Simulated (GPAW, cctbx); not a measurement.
## Cs2MnCuCl6: what bonding does to one electron reflection, worked out

Cs2MnCuCl6, Fm-3m (no. 225), a = 10.0899 Å, b = 10.0899 Å, c = 10.0899 Å, α = 90.00°, β = 90.00°, γ = 90.00°.

```
atom  mult.    x    y       z
 Cs1      8  1/4  3/4     3/4
 Cu1      4  1/2    0       0
 Mn1      4    0    0       0
 Cl1     24    0    0  0.7534
```

The cell comes from substitution in a known structure type and wasn't matched to any measured phase.

A DFT run (GPAW, PBE, 450 eV, 3×3×3 k-points, Fermi–Dirac width 0.05 eV, spin-polarised) gives the static X-ray structure factor of 022 as 457.482 e for the conventional cell; superposed free atoms give 459.591 e. **Problem.** Find the Fourier component V of the crystal potential and the two-beam extinction distance at 300 kV in both cases.

**1. Geometry**

The cell volume is Ω = 1027.20 Å³ and d(022) = 3.5673 Å, so g = 1/d = 0.2803 Å⁻¹.

**2. The nuclei**

Electrons feel nuclei as well as electrons, so the nuclear charges are summed with the same phases.

Phase sums Σ exp(2πi h·x), turned so that the total is real and positive: Cs +8.000, Cu +4.000, Mn +4.000, Cl -7.985. Then F_Z = 55 × (+8.000) + 29 × (+4.000) + 25 × (+4.000) + 17 × (-7.985) = 520.25 e. The electron term has the same sign for this reflection.

**3. Mott–Bethe**

Poisson's equation, term by term, gives V = (e/4πε₀)(F_Z − F)/(πΩg²), with e/4πε₀ = 14.3996 V Å.

The prefactor is 14.3996 × 3.5673²/(π × 1027.20) = 0.05678 V per electron. Free atoms: (520.25 − 459.591) × 0.05678 = 3.444 V. Crystal: (520.25 − 457.482) × 0.05678 = 3.564 V. F changes by -0.46 % and V by +3.5 %: the same 2.11 e is measured against F_Z − F = 60.7 e in place of F = 459.6 e.

**4. Extinction distance**

In the two-beam case ξ = 1/(λU) with U = 2γm₀eV/h², that is ξ = 150.41 V Å²/(γλV).

At 300 kV, λ = 0.01969 Å and γ = 1.5871. Free atoms: ξ = 1398 Å. Crystal: ξ = 1351 Å. The thickness fringes go as sin²(πt/ξ), so the two patterns slip by a quarter of a period when t|1/ξ₁ − 1/ξ₀| = 1/4, at t ≈ 1005 nm, thicker than usual samples. Thermal motion, absorption and many-beam coupling, left out here, change a real pattern.

**5. Answer**

V(022) is 3.56 V against 3.44 V, and ξ is 1351 against 1398 Å. Limits: static atoms, two beams; a ferromagnetic start is the only order tried, and the real ground state may be antiferromagnetic or insulating; no Hubbard U on Cu and Mn.

[Outputs are excerpts: Python notices, other lines and further rows are left out; steps that failed or that the build refused (PBEsol, TPSS) are not shown.]

[Logs are printed without paths, hosts, clocks, repeated set-up lines and the standing remarks that a program may print on its own settings, such as how far it seeks lower states.]
